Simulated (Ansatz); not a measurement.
# Elastic response of amorphous carbon (160 atoms): runs compared

Aim: relax amorphous carbon (160 atoms), then change its volume and shape to read moduli from the stress.

Computed with Ansatz 0.2.0: Kohn-Sham DFT, revPBE, PAW (set soft_2), plane waves.

### 1. The cell as built

The cell holds 160 atoms: 160 C. Its edges and angles: a = 10.861 Å, b = 10.861 Å, c = 10.861 Å, α = 90.0°, β = 90.0°, γ = 90.0°. 160 atoms (160 C) placed at random at 2.49 g/cm³, melted at 5500 K for 10 ps at fixed volume with the LCBOP (Los and Fasolino, Phys. Rev. B 68, 024107 (2003)). Quenched from 5500 K to 700 K at 500 K/ps and fixed volume, held 5 ps.

What the set-up can't give: The quench rate of 500 K/ps is orders of magnitude faster than experiment, which tends to freeze in extra defects. The starting topology of bonds comes from the classical model, and needn't be the one that DFT or experiment would give. The Brillouin zone is sampled at Γ only.

### 2. The reference run

The reference is a single point at the end of the relaxation.

Every strained cell starts from the geometry of this run, and its atoms are relaxed with the cell held.

Its input, with most atom lines left out:

```yaml
crystal:
  lattice:
    - [10.78333, 0.38683, -0.02635]
    - [0.38683, 11.04141, 0.12623]
    - [-0.02635, 0.12623, 10.9651]
  atoms:
    - { symbol: C, position: [0.69902, 0.6327, 0.1905] }
    - { symbol: C, position: [0.82086, 0.07818, 0.80726] }
    - { symbol: C, position: [0.17544, 0.1261, 0.89708] }
    - { symbol: C, position: [0.62093, 0.26778, 0.46602] }
    - { symbol: C, position: [0.17744, 0.24583, 0.68747] }
    - { symbol: C, position: [0.3723, 0.84636, 0.04077] }
    - { symbol: C, position: [0.5885, 0.62301, 0.63386] }
    [... atom lines 8 to 160 left out ...]
kpoints:
  mp_grid: { grid: [1, 1, 1] }
hamiltonian:
  xc: revpbe
scf:
  occupations: { method: gaussian, width: 0.05 }
output:
  forces: true
  stress: true
  populations: intrinsic
  dos:
    method: { smearing: { sigma: 0.15 } }
    de: 0.1
    projected: { site_lists: { C: [C] } }
  eigenvalues: true
  write_density: true
  write_potential: true
  volumetric_format: npy
  elf: true
```

```
free energy per atom   : -250.9984 eV/atom
r.m.s. force component : 0.00425 eV/Å
pressure               : -0.01582 GPa
```

Filled and empty levels are parted by 0.222 eV (at Γ alone); a semilocal functional tends to put such gaps too low. In a disordered cell it changes from sample to sample, and tail or defect levels can set it.

### 3. The runs

Each row is one run, on 4 threads of Arm Neoverse V1, shared host. The free energy is the program's total, comparable only between runs with the same functional, potentials and atoms.

| run | atoms | outcome | ionic steps, all passes | free energy (eV) | time | host memory (GiB) |
| --- | --- | --- | --- | --- | --- | --- |
| Single point at the start | 160 | converged | - | -40135.956 | 21 s | 1.8 |
| Cell and atoms relaxed | 160 | converged | 34 | -40159.736 | 11 min | 1.9 |
| Single point at the relaxed geometry | 160 | converged | - | -40159.736 | 48 s | 1.9 |
| Volume -3 % | 160 | converged | 7 | -40158.949 | 2.7 min | 1.9 |
| Volume +3 % | 160 | converged | 7 | -40159.004 | 3 min | 1.9 |
| Volume -6 % | 160 | converged | 16 | -40159.029 | 5.5 min | 1.8 |
| Volume +6 % | 160 | converged | 10 | -40156.948 | 4 min | 2.0 |
| Volume -10 % | 160 | converged | 24 | -40153.767 | 7.7 min | 1.8 |
| Stretched by 1 % along x | 160 | converged | 5 | -40159.560 | 1.9 min | 1.9 |
| Compressed by 1 % along x | 160 | converged | 5 | -40159.562 | 2 min | 1.9 |
| Sheared by 2 % in xy | 160 | converged | 4 | -40159.586 | 95 s | 1.9 |

In some runs the program notes that the SCF threshold is loose for the stress.

### 4. Pressure against volume

Atoms are relaxed at each volume, in the scaled cell.

```csv
volume change (%),volume (Å³/atom),energy change (meV/atom),pressure (GPa),largest move on relaxing (Å),bonds
-10,7.333,37.31,21.68,0.68,248
-6,7.659,4.42,12.06,0.63,246
-3,7.904,4.92,6.54,0.08,242
+0,8.148,0.00,-0.02,-,242
+3,8.393,4.58,-5.85,0.07,242
+6,8.637,17.43,-10.98,0.14,242
```

### 5. Uniaxial strain and shear

Stress (GPa, compression positive) less that of the relaxed cell, atoms relaxed:

```
                   strain      xx      yy      zz      xy  energy change (meV/atom)
 stretched by 1 % along x  -4.186  -1.130  -1.507   0.105                      1.10
compressed by 1 % along x   4.307   1.255   1.595  -0.071                      1.09
     sheared by 2 % in xy   0.169   0.229  -0.042  -1.823                      0.94
```

### 6. What came out

The bulk modulus, from the slope of pressure against ln V over the three points nearest the relaxed volume, is 206 GPa; between neighbouring points the slope runs 221, 176, 215, 197 and 179 GPa from the smallest volume up, without a steady fall, so no pressure derivative is given. The count of bonds runs from 242 to 248 over the series, so at some points contacts cross the cutoffs. At -10 % and -6 % some atom moved by over 0.5 Å on relaxing, so those points may sit in another local minimum. At -6 % the energy lies below that of a less strained cell, so the structure found a lower minimum there. In the Cartesian axes of the cell, finite differences give C11 = 425, C12 = 119, C13 = 155 and C66 = 91.1 GPa (the shear of 2 % is the engineering strain, εxy = 0.01). The mean of C11, C12 and C13, which equals the bulk modulus in a cubic or isotropic solid, is 233 GPa: it lies 13 % over the bulk modulus from the volumes. For an isotropic solid C66 would equal (C11 − C12)/2 = 153 GPa; so small a sample needn't be isotropic, and C66 rests on one shear. The two differ too much for isotropic moduli to be formed.

Caveats: Strains are finite and relaxations stop at the force tolerance of the input, which can leave moduli too stiff; they are those of a static cell at zero temperature. Volumes are changed with the cell's shape held, so in an anisotropic solid the modulus lies over the one under free hydrostatic load. The program notes that the SCF threshold of the relaxations is loose for the stress.

The DFT runs together took 41 min of wall time.

[Logs are printed without paths, hosts, clocks, repeated set-up lines and the standing remarks that a program may print on its own settings, such as how far it seeks lower states.]

[Hosts, paths, dates, database ids (printed as entryN), source tags and the programs' standing remarks are cut or masked in the printed files.]
